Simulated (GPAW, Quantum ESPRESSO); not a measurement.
# Near-edge structure at the F K edge of CdF2 (Fm-3m), part 4 of 4

Do two independent programs agree on the F K edge of CdF2 (Fm-3m)? The same cell and functional are run with XSpectra and with GPAW.

Quantum ESPRESSO 7.5 and GPAW 26.7.0; core-hole supercells, plane-wave PAW PBE.

So far. Step 12 (Ground state of the crystal (GPAW)): The mesh shows a gap of 3.07 eV, so the hole is first treated in a charged cell, without the excited electron. Step 13 (Spectrum without a core hole, F atom 2 (GPAW)): Main maxima below 24 eV (height): 4.4 eV (2.21), 7.1 eV (1.46), 10.6 eV (2.27) and 19.6 eV (1.69). 

**15. Spectrum with FCH, F atom 2 (GPAW)**

Level of this step: X-ray absorption from dipole matrix elements to empty bands, plane-wave PAW PBE (GPAW).

The holes are 6.6 Å apart. The excited electron is left out and a uniform background balances the charge. After the field has converged, empty bands are computed with the density fixed and the dipole matrix elements are summed.

Input file xas.py:

```python
import numpy as np
from ase import Atoms
from ase.parallel import parprint, paropen
from gpaw import GPAW, PW, FermiDirac, Mixer, MixerDif, setup_paths
from gpaw.test import gen
setup_paths.insert(0, '.')
gen('F', name='fch1s', xcname='PBE', corehole=(1, 0, 1), write_xml=True)
from gpaw.mpi import world
world.barrier()

atoms = Atoms('Cd6F12',
    cell=[[-2.694, -2.694, -5.388],
     [-2.694, -2.694, 5.388],
     [-2.694, 5.388, 2.694]],
    scaled_positions=[[0, 0, 0],
     [0.66666667, 0, 0.33333333],
     [0.5, 0.5, 0],
     [0.33333333, 0, 0.66666667],
     [0.16666667, 0.5, 0.33333333],
     [0.83333333, 0.5, 0.66666667],
     [0.875, 0.625, 0],
     [0.54166667, 0.625, 0.33333333],
     [0.375, 0.125, 0],
     [0.20833333, 0.625, 0.66666667],
     [0.04166667, 0.125, 0.33333333],
     [0.70833333, 0.125, 0.66666667],
     [0.625, 0.875, 0],
     [0.29166667, 0.875, 0.33333333],
     [0.125, 0.375, 0],
     [0.95833333, 0.875, 0.66666667],
     [0.79166667, 0.375, 0.33333333],
     [0.45833333, 0.375, 0.66666667]],
    pbc=True)
atoms.calc = calc = GPAW(legacy_gpaw=True, mode=PW(500, force_complex_dtype=True), xc='PBE', setups={6: 'fch1s'},
    kpts={'size': (4, 3, 4), 'gamma': True}, occupations=FermiDirac(0.02),
    charge=0, mixer=Mixer(0.1, 5, 50), maxiter=150,
    convergence={'density': 0.0001, 'eigenstates': 1e-6}, txt='scf.txt')
energy = atoms.get_potential_energy() + calc.get_reference_energy()
ef = calc.get_fermi_level()
out = dict(energy=energy, fermi=ef, forces=atoms.get_forces().tolist())
parprint(f'all-electron energy {energy:.4f} eV, Fermi level {ef:.4f} eV')
ev = np.array([[calc.get_eigenvalues(k, s) for k in range(len(calc.get_ibz_k_points()))] for s in range(calc.get_number_of_spins())])
out['homo'], out['lumo'], out['counts'] = ev[ev < ef].max(), ev[ev > ef].min(), sorted(set((ev < ef).sum((0, 2)).tolist()))
out['filled'] = (ev[:, 0] < ef).sum(1).tolist()

from ase.units import Ha
from gpaw.xas import dipole_matrix_elements
nb = int(calc.get_number_of_electrons() / 2) + 142
top, nb = nb, nb + 8 + nb // 12
nscf = calc.fixed_density(kpts={'size': (4, 4, 4), 'gamma': True}, nbands=nb,
    convergence={'bands': top, 'eigenstates': 5e-3}, maxiter=60, txt='nscf.txt')
cell = atoms.cell.array
ops = [cell.T @ U.T @ np.linalg.inv(cell.T) for U in nscf.wfs.kd.symmetry.op_scc]
filled = [78]  # bands filled in the ground state, by spin
E = np.arange(-6, 34, 0.1)
fwhm = np.interp(E, [4, 25], [0.9, 3.5])
Y, X, zero, highest = 0, 0, 1e9, 1e9
for spin in range(nscf.get_number_of_spins()):
    wfs = nscf.wfs
    mine = wfs.bd.get_slice()  # this rank's bands
    A = dipole_matrix_elements(wfs.setups[6])
    eps = np.zeros((wfs.kd.nibzkpts, nb))
    d = np.zeros((3, A.shape[1], wfs.kd.nibzkpts, nb), complex)
    for kpt in wfs.kpt_u:
        if kpt.s == spin and 6 in kpt.P_ani:
            eps[kpt.k, mine] = kpt.eps_n * Ha
            d[:, :, kpt.k, mine] = (kpt.weight * wfs.nspins / 2) ** 0.5 * np.inner(A, kpt.P_ani[6])
    world.sum(eps)
    world.sum(d)
    T = np.einsum('amkn,bmkn->abkn', d, d.conj()).real
    T = sum(np.einsum('ai,ijkn,bj->abkn', R, T, R) for R in ops) / len(ops)
    empty = np.ones_like(eps, bool) & (np.arange(nb) >= filled[spin])
    zero, highest = min(zero, eps[empty].min()), min(highest, eps[:, top - 1].min())
    lines = [(eps, T, empty)] if spin == 0 else lines + [(eps, T, empty)]
for eps, T, empty in lines:
    f = np.einsum('aakn->akn', T).reshape(3, -1)
    x = eps.ravel() - zero
    w = np.interp(x, E, fwhm) / 2.35482
    g = np.exp(-0.5 * ((E[:, None] - x) / w) ** 2) / (w * (2 * np.pi) ** 0.5)
    Y = Y + (f * empty.ravel()) @ g.T
    X = X + (f * ~empty.ravel()) @ g.T
out.update(E=E.round(2).tolist(), xas=Y.tolist(), xes=X.tolist(), zero=zero, valid=highest - zero, nk=len(eps), nb=nb)
for i in range(0, len(E), 10):
    parprint(f'{E[i]:7.2f}', *(f'{v:10.3e}' for v in Y[:, i]))
import json
with paropen('out.json', 'w') as f:
    json.dump(out, f)
```

On the command line:

```sh
$ OMP_NUM_THREADS=1 mpirun -n 4 gpaw python xas.py
```

Numbers of over 12 decimals in the logs are rounded to 6 here.

The log of the run:

```text
Input parameters:
  convergence: {density: 0.0001,
                eigenstates: 1e-06}
  kpts: {gamma: True,
         size: (4, 3, 4)}
  maxiter: 150
  mixer: {backend: pulay,
          beta: 0.1,
          method: separate,
          nmaxold: 5,
          weight: 50}
  mode: {ecut: 500.0,
         force_complex_dtype: True,
         name: pw}
  occupations: {fixmagmom: False,
                name: fermi-dirac,
                width: 0.02}
  setups: {6: fch1s}
  xc: PBE

Initialize ...

[... PAW data sets ...]

Reference energy: -944899.634630  # eV

Spin-paired calculation

[... convergence settings ...]
Symmetries present (total): 2
  [... symmetry matrices ...]

48 k-points: 4 x 3 x 4 Monkhorst-Pack grid + [1/8,0.000000,1/8]
17 k-points in the irreducible part of the Brillouin zone
       k-points in crystal coordinates                weights
   0:     0.00000000    0.00000000    0.00000000          1/48
   1:     0.00000000    0.00000000    0.25000000          2/48
   2:     0.00000000    0.00000000    0.50000000          1/48
   3:     0.00000000    0.33333333    0.00000000          2/48
   4:     0.00000000    0.33333333    0.25000000          4/48
   5:     0.00000000    0.33333333    0.50000000          2/48
   6:     0.25000000   -0.33333333    0.00000000          4/48
   7:     0.25000000   -0.33333333    0.50000000          4/48
   8:     0.25000000    0.00000000    0.00000000          4/48
   9:     0.25000000    0.00000000    0.50000000          4/48
          ...
  16:     0.50000000    0.33333333    0.50000000          4/48

Wave functions: Plane wave expansion
  Cutoff energy: 500.000 eV
  Number of coefficients (min, max): 5897, 5974
  Pulay-stress correction: 0.000000 eV/Ang^3 (de/decut=0.000000)
  Using FFTW library
  Wavefunction extrapolation:
    Improved wavefunction reuse through dual PAW basis

Occupation numbers: Fermi-Dirac:
  width: 0.0200  # eV

Eigensolver
   Davidson(niter=2)

Densities:
  Coarse grid: 35*35*35 grid
  Fine grid: 70*70*70 grid
  Total Charge: 1.000000

Density mixing:
  Method: separate
  Backend: pulay
  Linear mixing parameter: 0.1
  old densities: 5
  Width of damping distribution: 1.1
  Damping of long wavelength oscillations: 50

[... Hamiltonian set-up ...]
Number of atoms: 18
Number of atomic orbitals: 102
Number of bands in calculation: 98
Number of valence electrons: 156
Bands to converge: occupied

... initialized

Initializing position-dependent things.

Density initialized from atomic densities
Creating initial wave functions:
  98 bands from LCAO basis set

                 F
               F
                    Cd
                 F      F
                     Cd
         F   CdF      F   Cd
              F  F
                  Cd
               F      F
                    Cd
              F

Atomic positions and initial magnetic moments

Positions:
   0 Cd     0.000000    0.000000    0.000000    ( 0.0000,  0.0000,  0.0000)
   1 Cd    -2.694000   -0.000000   -2.694000    ( 0.0000,  0.0000,  0.0000)
   2 Cd    -2.694000   -2.694000    0.000000    ( 0.0000,  0.0000,  0.0000)
   3 Cd    -2.694000    2.694000    0.000000    ( 0.0000,  0.0000,  0.0000)
   4 Cd    -2.694000   -0.000000    2.694000    ( 0.0000,  0.0000,  0.0000)
   5 Cd    -5.388000    0.000000    0.000000    ( 0.0000,  0.0000,  0.0000)
   6 F     -4.041000   -4.041000   -1.347000    ( 0.0000,  0.0000,  0.0000)
[...]
15 F     -6.735000   -1.347000    1.347000    ( 0.0000,  0.0000,  0.0000)
  16 F     -4.041000   -1.347000   -1.347000    ( 0.0000,  0.0000,  0.0000)
  17 F     -4.041000    1.347000    1.347000    ( 0.0000,  0.0000,  0.0000)

Unit cell:
           periodic     x           y           z      points  spacing
  1. axis:    yes   -2.694000   -2.694000   -5.388000    35     0.1561
  2. axis:    yes   -2.694000   -2.694000    5.388000    35     0.1778
  3. axis:    yes   -2.694000    5.388000    2.694000    35     0.1633

  Lengths:   6.598925   6.598925   6.598925
  Angles:   80.405932 120.000000 109.471221

Effective grid spacing dv^(1/3) = 0.1762

iter:   1   -97.723275
iter:   2   -92.297349   -1.54  -1.13
iter:   3   -85.739041   -0.48  -1.21
iter:   4   -85.307033   -2.03  -1.49
iter:   5   -85.499191   -2.33  -1.79
iter:   6   -85.261862   -2.23  -2.21
iter:   7   -85.258456   -3.75  -2.45
iter:   8   -85.258031c  -3.94  -2.75
iter:   9   -85.256743c  -4.27  -2.96
iter:  10   -85.256747c  -5.45  -3.46
iter:  11   -85.256757c  -5.35  -3.52
iter:  12   -85.256746c  -6.21c -3.83
iter:  13   -85.256739c  -6.77c -4.16c

Converged after 13 iterations.

Dipole moment: (-0.387073, -0.387073, -0.401751) |e|*Ang

Energy contributions relative to reference atoms: (reference = -944899.634630)

Kinetic:       +204.778184
Potential:     -201.059153
External:        +0.000000
XC:             -91.630190
Entropy (-ST):   -0.000000
Local:           +2.654420
SIC:             +0.000000
--------------------------
Free energy:    -85.256739
Extrapolated:   -85.256739

Showing only first 2 kpts
 Kpt  Band  Eigenvalues  Occupancy
  0    76      1.90164    2.00000
  0    77      1.90850    2.00000
  0    78      4.85781    0.00000
  0    79      8.78430    0.00000

  1    76      1.87852    2.00000
  1    77      2.01204    2.00000
  1    78      5.50217    0.00000
[...]
Fermi level: 2.80739

Gap: 2.834 eV
Transition (v -> c):
  (s=0, k=10, n=77, [0.25, 0.33, 0.00]) -> (s=0, k=0, n=78, [0.00, 0.00, 0.00])
Direct/indirect transitions are different
Direct gap: 2.949 eV
Transition at: (s=0, k=0, n=77, [0.00, 0.00, 0.00])

Forces in eV/Ang:
  0 Cd   -1.18329   -1.18329    1.16648
  1 Cd   -0.02819   -0.01285    0.02819
  2 Cd    1.18504    1.18504    1.13911
  3 Cd   -0.01285   -0.02819    0.02819
  4 Cd   -1.15933    1.20161   -1.18278
  5 Cd    1.20161   -1.15933   -1.18278
  6 F    -0.00591   -0.00591    0.00984
[...]
15 F     0.01996    0.79485   -0.02275
 16 F    -0.03531   -0.77054    0.03094
 17 F    -0.77054   -0.03531    0.03094
Scalar-relativistic atomic PBE calculation for F (Fluorine, Z=9)
Core hole in 1s state (1s occupation: 1.0)
300 radial gridpoints.
|------------------------------------------------|
|------------------------------------------------|
[... the atom generator's iteration count ...]

Energy contributions:
-------------------------
Kinetic:      +73.588488
XC:            -7.935782
Potential:   -139.373169
-------------------------
Total:        -73.720463

state      eigenvalue         ekin         rmax
-----------------------------------------------
1s^1.0 :   -27.692732    39.310127        0.112
2s^2.0 :    -1.892673     5.152084        0.708
2p^5.0 :    -1.207400     4.794839        0.607
-----------------------------------------------
(units: Bohr and Hartree)

Generating PAW setup
Kinetic energy of the core from tauc = 39.350845
Cutoffs:
rc(s)=1.200
rc(p)=1.200
rc(d)=1.200
rc(vbar)=1.080
rc(comp)=1.200
rc(nct)=1.200

Kinetic energy of the core states: 39.310127
Charge: 1.0
Core electrons: 1.0
Valence electrons: 7.0
Pseudo-core charge: 0.000097
Shape function alpha=6.944
Pseudo-electron charge 5.400158
state    eigenvalue         norm
--------------------------------
2s(2) :    -1.892673     1.038845
*s    :    -0.892673
2p(5) :    -1.207400     0.664474
*p    :    -0.207400
*d    :     0.000000
--------------------------------

Diagonalizing with gridspacing h=0.050

state   all-electron     PAW
-------------------------------
2s:      -1.892673    -1.894840
2p:      -1.207400    -1.210195
*d:                   -0.059772
*f:                   -0.013415
-------------------------------
all-electron energy -944984.8914 eV, Fermi level 2.8074 eV
[...]
31.00  4.047e-05  4.047e-05  4.003e-05
  32.00  4.462e-05  4.462e-05  4.421e-05
  33.00  4.342e-05  4.342e-05  4.319e-05
```

The job ended after 7.9 min (4 MPI ranks of Arm Neoverse N1, shared host; peak memory 0.64 GiB; 32 min of CPU time).

The F K spectrum, F atom 2, full core hole (charged cell) (energy from the lowest empty level; intensity scaled to a mean of 1 over the first 20 eV):

```csv
E (eV),intensity
-2.0,0.00
-1.0,0.00
0.0,0.00
1.0,0.05
2.0,0.25
3.0,1.03
4.0,2.21
5.0,0.60
6.0,0.52
7.0,1.50
8.0,0.91
9.0,1.41
10.0,1.94
11.0,1.25
12.0,0.55
13.0,0.33
14.0,0.40
15.0,0.70
16.0,0.99
17.0,1.28
18.0,1.66
19.0,1.71
20.0,1.36
21.0,0.95
22.0,0.66
23.0,0.49
24.0,0.43
25.0,0.47
26.0,0.60
27.0,0.79
28.0,0.95
29.0,1.07
30.0,1.21
31.0,1.41
32.0,1.56
```

Main maxima below 24 eV (height): 3.9 eV (2.24), 7.0 eV (1.50), 9.9 eV (1.95) and 18.6 eV (1.75). 

The hole costs E(hole) − E(ground) = 687.39 eV, and the lowest empty level of the hole cell on the spectrum's mesh lies at 4.86 eV, which puts the zero at 692.25 eV. With the free-atom term of -9.97 eV for this edge, the photon energy is 682.27 eV.

**16. Excitation energy, F atom 2 (GPAW)**

With the excited electron kept in the cell the system stays neutral, and the energy difference is an excitation energy by itself. In a small cell that electron takes up a good share of the lowest empty band, or all of one, which shifts the value from the true onset.

Changed against the first core-hole run: core hole to XCH, with the smearing that suits a partly filled band.

Input file scf.py:

```python
import numpy as np
from ase import Atoms
from ase.parallel import parprint, paropen
from gpaw import GPAW, PW, FermiDirac, Mixer, MixerDif, setup_paths
from gpaw.test import gen
setup_paths.insert(0, '.')
gen('F', name='fch1s', xcname='PBE', corehole=(1, 0, 1), write_xml=True)
from gpaw.mpi import world
world.barrier()

atoms = Atoms('Cd6F12',
    cell=[[-2.694, -2.694, -5.388],
     [-2.694, -2.694, 5.388],
     [-2.694, 5.388, 2.694]],
    scaled_positions=[[0, 0, 0],
     [0.66666667, 0, 0.33333333],
     [0.5, 0.5, 0],
     [0.33333333, 0, 0.66666667],
     [0.16666667, 0.5, 0.33333333],
     [0.83333333, 0.5, 0.66666667],
     [0.875, 0.625, 0],
     [0.54166667, 0.625, 0.33333333],
     [0.375, 0.125, 0],
     [0.20833333, 0.625, 0.66666667],
     [0.04166667, 0.125, 0.33333333],
     [0.70833333, 0.125, 0.66666667],
     [0.625, 0.875, 0],
     [0.29166667, 0.875, 0.33333333],
     [0.125, 0.375, 0],
     [0.95833333, 0.875, 0.66666667],
     [0.79166667, 0.375, 0.33333333],
     [0.45833333, 0.375, 0.66666667]],
    pbc=True)
atoms.calc = calc = GPAW(legacy_gpaw=True, mode=PW(500, force_complex_dtype=True), xc='PBE', setups={6: 'fch1s'},
    kpts={'size': (4, 3, 4), 'gamma': True}, occupations=FermiDirac(0.04),
    charge=-1, mixer=Mixer(0.1, 5, 50), maxiter=150,
    convergence={'density': 0.0001, 'eigenstates': 1e-6}, txt='scf.txt')
energy = atoms.get_potential_energy() + calc.get_reference_energy()
ef = calc.get_fermi_level()
out = dict(energy=energy, fermi=ef, forces=atoms.get_forces().tolist())
parprint(f'all-electron energy {energy:.4f} eV, Fermi level {ef:.4f} eV')
ev = np.array([[calc.get_eigenvalues(k, s) for k in range(len(calc.get_ibz_k_points()))] for s in range(calc.get_number_of_spins())])
out['homo'], out['lumo'], out['counts'] = ev[ev < ef].max(), ev[ev > ef].min(), sorted(set((ev < ef).sum((0, 2)).tolist()))
out['filled'] = (ev[:, 0] < ef).sum(1).tolist()
import json
with paropen('out.json', 'w') as f:
    json.dump(out, f)
```

On the command line:

```sh
$ OMP_NUM_THREADS=1 mpirun -n 4 gpaw python scf.py
```

The log of the run:

```text
Input parameters:
  charge: -1
  convergence: {density: 0.0001,
                eigenstates: 1e-06}
  kpts: {gamma: True,
         size: (4, 3, 4)}
  maxiter: 150
  mixer: {backend: pulay,
          beta: 0.1,
          method: separate,
          nmaxold: 5,
          weight: 50}
  mode: {ecut: 500.0,
         force_complex_dtype: True,
         name: pw}
  occupations: {fixmagmom: False,
[...]
2s(2) :    -1.892673     1.038845
*s    :    -0.892673
2p(5) :    -1.207400     0.664474
*p    :    -0.207400
*d    :     0.000000
--------------------------------

Diagonalizing with gridspacing h=0.050

state   all-electron     PAW
-------------------------------
2s:      -1.892673    -1.894840
2p:      -1.207400    -1.210195
*d:                   -0.059772
*f:                   -0.013415
-------------------------------
all-electron energy -944978.9242 eV, Fermi level 6.5283 eV
[key lines of the parts left out:]
Converged after 14 iterations.
Dipole moment: (-0.357401, -0.357401, -0.414347) |e|*Ang
Free energy:    -79.294852
Fermi level: 6.52834
```

Run time: 2.8 min. Hardware: 4 MPI ranks; peak memory 0.37 GiB.

The total-energy difference is 693.35 eV. With the free-atom term of -9.97 eV for this edge, the photon energy is 683.38 eV.

**17. The two programs side by side**

The line shapes differ (Lorentzian half width 0.4 eV up to 4 eV, rising linearly to 1.75 eV at 25 eV (not a setting of the program: the run's 0.4 eV curve was folded afterwards with a further Lorentzian above 4 eV), against Gaussian full width 0.9 eV up to 4 eV, rising linearly to 3.5 eV at 25 eV), so both get a further Gaussian of 1.5 eV full width before they are compared; the Lorentzian tails remain.

```csv
E (eV),XSpectra,GPAW
-2.00,0.06,0.00
-1.25,0.07,0.00
-0.50,0.09,0.00
0.25,0.13,0.02
1.00,0.22,0.08
1.75,0.41,0.25
2.50,0.79,0.67
3.25,1.32,1.34
4.00,1.54,1.61
4.75,1.20,1.10
5.50,0.89,0.66
6.25,1.00,0.87
7.00,1.22,1.18
7.75,1.22,1.15
8.50,1.25,1.20
9.25,1.43,1.54
10.00,1.50,1.70
10.75,1.30,1.41
11.50,0.99,0.92
12.25,0.74,0.55
13.00,0.63,0.39
13.75,0.62,0.41
14.50,0.69,0.56
15.25,0.81,0.77
16.00,0.93,0.99
16.75,1.04,1.22
17.50,1.17,1.46
18.25,1.29,1.63
19.00,1.30,1.63
19.75,1.19,1.44
20.50,1.02,1.16
21.25,0.86,0.89
22.00,0.73,0.68
22.75,0.63,0.54
23.50,0.57,0.47
24.25,0.54,0.45
25.00,0.54,0.49
25.75,0.57,0.58
26.50,0.62,0.70
27.25,0.69,0.83
28.00,0.75,0.94
28.75,0.79,1.04
29.50,0.82,1.14
30.25,0.85,1.27
31.00,0.91,1.40
31.75,1.00,1.50
```

```csv
,XSpectra,GPAW
k mesh of the spectrum,4×4×4,4×4×4
cutoff (eV),776,500
"highest intensity below 16 eV after the common broadening, eV (height)",3.9 (1.55),9.9 (1.70)
"zero, corrected photon energy (eV)",682.2,682.3
"core time, hole field and spectrum",44 min,32 min
```

**18. What the core hole does**

XSpectra's curves. Both curves are counted from their own zero, so only the shift of weight within the empty states shows.

```csv
E (eV),no hole,FCH
-2.0,0.03,0.03
-1.0,0.05,0.05
0.0,0.08,0.07
1.0,0.19,0.15
2.0,0.48,0.39
3.0,0.86,1.04
4.0,1.53,1.86
5.0,1.31,0.81
6.0,0.61,0.61
7.0,1.57,1.56
8.0,0.96,0.92
9.0,1.06,1.33
10.0,1.94,2.05
11.0,2.24,1.26
12.0,0.93,0.58
13.0,0.64,0.44
14.0,0.39,0.39
15.0,0.58,0.69
16.0,0.74,0.97
17.0,0.57,0.92
18.0,0.99,1.62
19.0,1.58,1.95
20.0,1.91,1.23
21.0,1.34,0.95
22.0,0.91,0.58
23.0,0.52,0.46
24.0,0.39,0.41
25.0,0.39,0.37
26.0,0.32,0.43
27.0,0.46,0.69
28.0,0.68,0.81
29.0,0.59,0.97
30.0,0.63,0.76
31.0,0.45,0.71
32.0,0.59,1.10
```

With each curve scaled to its own mean, the area from −2 to 6 eV with the hole is 4.6 against 4.8, and the centre of weight from −1 to 20 eV moves by +0.3 eV (first and strongest maxima below 20 eV: 4.5 eV (1.88), 11.1 eV (2.25) and 20.0 eV (1.92) without the hole, 3.9 eV (1.87), 10.1 eV (2.05) and 18.6 eV (2.01) with it); the shape changes all the same, by 32 % r.m.s.

**19. Summary of results**

```json
{
 "absorber and edge": "F K, atom 2 of the ground-state input (counted from 1)",
 "surroundings": "4 Cd at 2.33 Å (tetrahedral, site symmetry -43m)",
 "highest intensity below 16 eV (XSpectra, narrow line)": "10.1 eV above the zero, height 2.05",
 "photon energy of the zero, with the added terms": "682.2 eV (raw 692.2 eV; uncertain by a few eV)"
}
```

The two programs agree on the overall shape: 13 % r.m.s. remains over the first 14 eV after a relative shift of 0.0 eV, and their photon-energy zeros differ by 0.1 eV. What differs may come from the PAW partial waves, meshes, cutoffs and line shapes. In XSpectra the F K edge of atom 2, with 4 Cd at 2.33 Å (tetrahedral, site symmetry -43m), has its highest intensity of the first 16 eV at 10.1 eV above the zero, near 692 eV in photon energy (uncertain by a few eV), 2.1 times the mean level of the first 20 eV (Lorentzian half width 0.4 eV). In XSpectra: With each curve scaled to its own mean, the area from −2 to 6 eV with the hole is 4.6 against 4.8, and the centre of weight from −1 to 20 eV moves by +0.3 eV (first and strongest maxima below 20 eV: 4.5 eV (1.88), 11.1 eV (2.25) and 20.0 eV (1.92) without the hole, 3.9 eV (1.87), 10.1 eV (2.05) and 18.6 eV (2.01) with it); the shape changes all the same, by 32 % r.m.s. In GPAW: With each curve scaled to its own mean, the area from −2 to 6 eV with the hole is 4.3 against 4.6, and the centre of weight from −1 to 20 eV moves by +0.4 eV (first and strongest maxima below 20 eV: 4.4 eV (2.21), 10.6 eV (2.27) and 19.6 eV (1.69) without the hole, 3.9 eV (2.24), 9.9 eV (1.95) and 18.6 eV (1.75) with it); the shape changes all the same, by 31 % r.m.s. In XSpectra the neutral-cell energy lies +1.1 eV from the charged-cell zero, a gap made of the charged-cell error and of where the added electron settles. In GPAW the neutral-cell energy lies +1.1 eV from the charged-cell zero, a gap made of the charged-cell error and of where the added electron settles. Lifetime broadening is put in by hand, and intensities beyond about 20 eV depend on it and on the partial waves; weight that the partial waves miss at high energy is lost. The structure is a published determination, not relaxed.

[Banner, clock and machine lines of the logs are left out without a mark of their own.]

[Logs are printed without paths, hosts, clocks, repeated set-up lines and the standing remarks that a program may print on its own settings, such as how far it seeks lower states.]

[Hosts, paths, dates, database ids (printed as entryN), source tags and the programs' standing remarks are cut or masked in the printed files.]

[Lists of maxima count a maximum above −3 eV only where it reaches 4 % of the highest in the window and stands out from its surroundings by 2 % of it (1.5 % where it reaches 55 %); shoulders and weaker maxima are passed over, and of the rest the first, up to two pre-edge ones and the few strongest are named.]
